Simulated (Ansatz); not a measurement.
**Na_i (void) in SiC (P6_3mc): charge-transition levels and formation energies**

Aim: at which Fermi levels does Na_i (void) in SiC (P6_3mc) change its charge? The model is a cell of 108 host atoms with 1 Na put in.

Method: place-levels on r2SCAN runs: charge-transition levels and formation energies with image-charge correction and potential alignment at the atomic sites; PAW set soft_1, in Ansatz 0.2.0.

The experiments to compare with:

“Charge spill-out and work function of few-layer graphene on SiC(0001)” (2018, arxiv:1806.04908) quotes from earlier work for SiC, 6H (bulk crystal, literature): band gap (indirect gap, experimental literature value) 3.03 eV [Literature value cited in passing in the theory part; temperature and measurement method …].

### Step 1. The structure

The cell holds 109 atoms: 54 Si, 54 C and 1 Na. Cell: a = 9.236 Å, b = 9.236 Å, c = 15.108 Å, α = 90.0°, β = 90.0°, γ = 120.0°. It derives from SiC (space group P6_3mc). Nearest the centre at fractional (0.111, 0.222, 0.437): Na109 at 0.00 Å, Si5 at 2.01 Å, Si53 at 2.01 Å, Si17 at 2.01 Å, C8 at 2.01 Å, C56 at 2.01 Å, C20 at 2.01 Å, Si74 at 2.37 Å.

Screening for the image-charge correction: ε∞ = (7.09, 7.09, 7.35), ε0 = (10.43, 10.43, 10.95), computed on the host (DFPT, PBEsol, on the r2SCAN cell), and a cell off the functional's own equilibrium shifts the ionic part.

The cell's shortest repeat is 9.2 Å.

### Step 2. The runs of each charge state

Levels follow from differences of total energies between charge states, each relaxed by itself.

Each atom starts 0.05 Å or so off its site in a random direction: a symmetric start keeps its symmetry, and would miss off-centre moves and Jahn–Teller distortions. Forces are taken at one point at (¼, ¼, ¼). The cell holds 1 electron fewer than the neutral one, with a uniform background that keeps it neutral on the whole.

The sampling was tested on the host first: at the k-points planned (1x1x1 shifted 0.25 0.25 0.25) its energy lies -0.041 eV an atom from the dense-mesh value, a large miss, so this sampling is coarse for the host.

One of the inputs; charge, spin and start change from state to state.

Input file qp1.relax/input.yaml:

```yaml
crystal:
  lattice:
    - [3.07866498, 0.0, 0.0]
    - [-1.53933249, 2.66620208, 0.0]
    - [0.0, 0.0, 15.1078644]
  atoms:
    - { symbol: Si, position: [0.33333333, 0.66666667, 0.8329854] }
    - { symbol: Si, position: [0.66666667, 0.33333333, 0.3329854] }
    - { symbol: Si, position: [0.66666667, 0.33333333, 0.66650102] }
    - { symbol: Si, position: [0.33333333, 0.66666667, 0.16650102] }
    - { symbol: Si, position: [0.0, 0.0, 0.49972248] }
    - { symbol: Si, position: [0.0, 0.0, 0.99972248] }
    - { symbol: C, position: [0.0, 0.0, 0.87436694] }
    - { symbol: C, position: [0.0, 0.0, 0.37436694] }
    - { symbol: C, position: [0.33333333, 0.66666667, 0.70799668] }
    - { symbol: C, position: [0.66666667, 0.33333333, 0.20799668] }
    - { symbol: C, position: [0.66666667, 0.33333333, 0.54152848] }
    - { symbol: C, position: [0.33333333, 0.66666667, 0.04152848] }
  supercell: [3, 3, 1]
  defects:
    - { interstitial: { symbol: Na, position: [0.111111, 0.222222, 0.437048] } }
total_charge: 1
basis:
  ecutwfc: 500
  xc_grid: 2
hamiltonian:
  xc: r2scan
  pseudopotentials: { kind: paw, azcp: { folder: soft_1 } }
kpoints:
  mp_grid: { grid: [1, 1, 1], shift: [0.25, 0.25, 0.25] }
scf:
  occupations: { method: fixed }
  max_iter: 60
output:
  forces: true
  charged_corrections:
    epsilon: [7.09, 7.09, 7.35]
    static_epsilon: [10.43, 10.43, 10.95]
relax:
  f_tol: 0.02
  max_steps: 80
  random_displacement: { amplitude: 0.05, seed: 1960 }
checkpoint:
  write: "../qp1.relax.run"
  compress: false
  write_wavefunctions: true
  write_every: 100000
```

Command:

```sh
$ ansatz run input.yaml --threads 4 --pin off --max-ram 15073MiB --backend cpu --events-out ev --progress --plain --runs-dir out
```

The relaxed structure is kept and the sampling changed to a 2×2×2 shifted mesh.

The run of this state that the levels use, under r2SCAN:

Input file qp1.point/input.yaml:

```yaml
crystal:
  checkpoint: "../qp1.relax.run"
  host: checkpoint
total_charge: 1
basis:
  ecutwfc: 500
  xc_grid: 2
hamiltonian:
  xc: r2scan
  pseudopotentials: { kind: paw, azcp: { folder: soft_1 } }
kpoints:
  mp_grid: { grid: [2, 2, 2], shift: [0.5, 0.5, 0.5] }
scf:
  occupations: { method: fermi_dirac, width: 0.01 }
  max_iter: 60
output:
  forces: true
  eigenvalues: true
  charged_corrections:
    epsilon: [7.09, 7.09, 7.35]
    static_epsilon: [10.43, 10.43, 10.95]
    defect_position: [0.111111, 0.222222, 0.437048]
  eigenstates: { localisation: true }
  populations: true
  band_densities: [{ bands: [v1, v1] }, { bands: [c1, c1] }]
  write_density: true
  write_potential: true
  volumetric_format: npy
checkpoint:
  read: "../qp1.relax.run"
  write: "../qp1.point.run"
  compress: false
  write_wavefunctions: false
  write_every: 100000
```

Relaxations under r2SCAN at one point at (¼, ¼, ¼); times on 4 threads of Arm Neoverse V1, shared host:

```
charge  moment (μB)  occupations    outcome  steps  largest displacement against the far atoms (Å)     time
     0            1        fixed  converged      7                                            0.20  9.5 min
    +1            0        fixed  converged      6                                            0.18  3.4 min
```

Single points under r2SCAN at a 2×2×2 shifted mesh; times on 4 threads of Arm Neoverse V1, shared host:

```
charge  moment (μB)  occupations    outcome     time
     0            1  fermi-dirac  converged  9.9 min
    +1            0  fermi-dirac  converged  3.5 min
```

Distances (Å) from Na109 to the nearest atoms after relaxation with r2SCAN:

```
charge  moment (μB)      1.      2.      3.       4.       5.       6.
     0            1  C 2.08  C 2.08  C 2.09  Si 2.18  Si 2.19  Si 2.19
    +1            0  C 2.08  C 2.08  C 2.08  Si 2.18  Si 2.18  Si 2.18
```

### Step 3. Levels against the band edges, r2SCAN

A charged cell interacts with its images and the background, and its potential has another zero than the host's. place-levels removes the first by a point-charge model, screened by the static dielectric constant since the ions have relaxed around the charge, and the second by comparing potentials at atoms far from the defect.

The host is a run of the defect-free crystal in the same cutoffs, grids and k-points, so that basis and sampling errors cancel in part in the differences. The host is run in a cell of 12 atoms on a matching mesh. Its band edges are searched through the zone by a band path, so the gap is smaller than, or equal to, that on the mesh. Chemical potentials are energies per atom of Na (bcc), run with the same functional and cutoff.

Input file levels.point.yaml:

```yaml
host:
  run: host.point.run
states: [q0_M1.point.run, qp1.point.run]
geometry_from:
  q0_M1.point.run: q0_M1.relax.run
  qp1.point.run: qp1.relax.run
  host.point.run: host.relax.run
chemical_potentials:
  Na:
    energy: -1488.616329
    dataset: <sha256 of the dataset>
epsilon: [7.09, 7.09, 7.35]
static_epsilon: [10.43, 10.43, 10.95]
vertical:
  - { from: qp1.point.run, to: qp1.point_neutral.run }
```

Command:

```sh
$ ansatz place-levels levels.point.yaml -- --threads 4 --pin off --max-ram 15073MiB
```

Numbers of over 12 decimals in the logs are rounded to 6 here.

What it wrote:

```text
[... repeated set-up lines and file paths are left out, and long positions are rounded to six places ...]
(+1/0) 2.406 eV above the valence edge (+2.483 eV without the band-filling correction), in the conduction band
formation energy of charge +1: +4.483 eV with the Fermi level at the valence edge
formation energy of charge 0: +6.888 eV with the Fermi level at the valence edge
vertical +1 to 0: no energy, since no alignment is typed
  the change from vertical[0].from (qp1.point.run) to vertical[0].to (qp1.point_neutral.run): by its potential at epsilon [7.09, 7.09, 7.35] it stands at 0.043 0.292 0.472, with an rms radius of about 7.3 Å (3.8 3.8 4.9 Å across the planes of the cell's [...]
  edges by r2scan, gap 2.368 eV; the host is sampled to repeats of 18.47 Å
  the defect's cells are sampled to repeats of 18.47 Å, like sampling
  charge +1: -49625.5004 eV with its correction of +0.279 eV, at epsilon [10.43, 10.43, 10.95], aligned at sites: +0.1124 eV, mean over 76 atomic sites at or beyond 4.62 Å from the defect at [0.1111, 0.2222, 0.4370], with -0.000009 for the charge's moments [...]
  charge 0: +0.000 eV for its dipole among its images, +0.000 omitted
  states[0] (q0_M1.point.run): levels filled in part (TS 0.005 eV): its energy is of no whole electron's
  of states[1] (qp1.point.run): how wide its charge is, is not read beside other atoms or cores, and a band state would take no correction. [...]
  of states[0] (q0_M1.point.run): a band-filling correction moves a carrier to the host's band edge, which changes its energy by -0.078 eV; [...]
  of vertical[0].from (qp1.point.run): it parts from the run at its places by a charge that spreads by about 3.8 Å along one vector (1.4 Å or more is wide), by its potential at epsilon [7.09, 7.09, 7.35], taken for that of held ions (one typed too small [...]
  vertical[0].to (qp1.point_neutral.run): levels filled in part (TS 0.003 eV): its energy is of no whole electron's
  of vertical[0].to (qp1.point_neutral.run): its moments are held at its close (magnetization.spin_locking), by a field of 0.057 eV a Bohr magneton, and its energy and levels are of the state that this holds: a run that lets them go can end lower; [...]
```

It took 0.3 s on 4 threads of Arm Neoverse V1, shared host.

Levels between the charges placed, in eV above the valence top:

```
        gap (eV)  (+1/0)
r2SCAN      2.37    2.41
```

Corrections by state:

```
charge  moment (μB)  image terms and alignment (eV)  band filling (eV)                                  ε used  over the lowest of its charge, as the program ranks them, band filling apart (eV)
    +1          0.0                           0.279                  -  principal values (10.43, 10.43, 10.95)                                                                              0.000
     0          1.0                           0.000             -0.078                                       -                                                                              0.000
```

The charged structures listed were also run neutral, and place-levels reads from each pair, by the potential or the spins, how wide the charge is by which they differ; that can be the carrier of either run.

```
charge  rms radius (Å)  spread where it is widest against the cell (Å)  wide from (Å)  reading
    +1             7.3                                            3.79           1.39     wide
```

The neutral runs of these pairs need not share the spin of the lowest neutral state, and very wide values only mean spread over the cell.

From the program's caveats on the states, each cut to its opening words:

- charge +1: how wide its charge is, is not read beside other atoms or cores, and a band state would take no correction
- charge 0 (1 μB): a band-filling correction moves a carrier to the host's band edge, which changes its energy by -0.078 eV
- charge 0 (1 μB): its alignment with the host at atomic sites is doubtful: the mean over the far sites moves by -0.1007 eV from their farther parts to their nearer, more than [...]
- charge 0 (1 μB): its sublattices stand up to 0.0224 Å off the host's, which by the two runs' forces adds about +0.02 eV to its energy against the host's, and moves the band [...]
- charge 0 (1 μB): its moments are held at its close (magnetization.spin_locking), by a field of 0.042 eV a Bohr magneton, and its energy and levels are of the state that this [...]
- charge 0 (1 μB): flagged: stability check not made

Formation energies (eV), elemental references (Δμ(Na) = 0.00 eV):

```
charge  Fermi level at the valence top  at the conduction bottom
    +1                            4.48                      6.85
     0                            6.89                      6.89
```

### Step 4. Effect of the sampling

The relaxations' own energies give the levels at their sampling, for comparison.

Input file levels.relax_mesh.yaml:

```yaml
host:
  run: host.relax.run
states: [q0_M1.relax.run, qp1.relax.run]
chemical_potentials:
  Na:
    energy: -1488.616329
    dataset: <sha256 of the dataset>
```

Command:

```sh
$ ansatz place-levels levels.relax_mesh.yaml -- --threads 4 --pin off --max-ram 15073MiB
```

What it wrote:

```text
[...]
formation energy of charge +1: +4.475 eV with the Fermi level at the valence edge
formation energy of charge 0: +6.899 eV with the Fermi level at the valence edge
  edges by r2scan, gap 2.378 eV; the host is sampled to repeats of 16.00 Å
[... the lines on each state left out ...]
```

Wall time 0.11 s (4 threads).

Levels between neighbouring charges, in eV above the valence top:

```
                        gap (eV)  (+1/0)
one point at (¼, ¼, ¼)      2.38    2.42
  a 2×2×2 shifted mesh      2.37    2.41
```

Going from one point at (¼, ¼, ¼) to a 2×2×2 shifted mesh moves formation energies against the elements by up to 0.01 eV; band-filling terms, which differ between samplings, are in these energies.

### Step 5. Results

| Quantity | Value |
| --- | --- |
| gap of the host | 2.37 eV (r2SCAN) |
| level (plus 1/0) | 2.41 eV above the valence top, past the conduction bottom (2.48 eV above the valence top without the band-filling term) |
| lowest of the charges placed, just above the valence top (0.02 eV) | +1 |
| lowest of the charges placed, just below the conduction bottom (0.02 eV) | +1 |
| lowest formation energy at mid-gap of the charges run, elemental references | 5.67 eV |

What this shows: Of the charges placed (0 and +1), +1 is the lowest from 0.02 eV above the valence top to 0.02 eV below the conduction bottom, a gap of 2.37 eV. Charges above +1 and below 0 were not placed, so these runs say nothing of levels that involve them. States placed: +1 at 0 μB; 0 at 1 μB. Other spin states or structures, where not listed, weren't placed. The program finds carriers beyond a band edge of the host and adds a band-filling term at charge 0 (-0.08 eV); steps to such a charge show no bound level, and a defect level inside a band would be read the same way. Na is taken at its element; compounds, which aren't counted here, bound the chemical potentials and would shift these formation energies. Going from one point at (¼, ¼, ¼) to a 2×2×2 shifted mesh moves formation energies against the elements by up to 0.01 eV; band-filling terms, which differ between samplings, are in these energies. The program doubts the alignment of potentials for at least one state, a sign that the cell is small. Limits: r2SCAN makes the gap too small and tends to spread out bound carriers; force components of up to 0.20 eV/Å remain in a run at the final settings.

Comparison with the measured values:

```
                             quantity  measured           r2SCAN
band gap (least gap of the host) (eV)      3.03  2.37 (-0.66 eV)
```

Measured values from arxiv:1806.04908 (2018).

Verdict: The band gap is off by -0.66 eV: a clear miss. Local and semilocal functionals usually give gaps below the measured ones. Zero-point and thermal motion shift the measured gap.

[Logs are printed without paths, hosts, clocks, repeated set-up lines and the standing remarks that a program may print on its own settings, such as how far it seeks lower states.]

[Hosts, paths, dates, database ids (printed as entryN), source tags and the programs' standing remarks are cut or masked in the printed files.]

[Where a table of states has a column of steps, it counts the stored structures, which are thinned; the runs took as many ionic steps or more.]

[A defect's name tells the site on which it was built; relaxed atoms can leave that site.]

[For some hosts the program warned that the k-mesh of the response run may be too coarse for force constants and the static dielectric constant; such warnings are not shown here.]
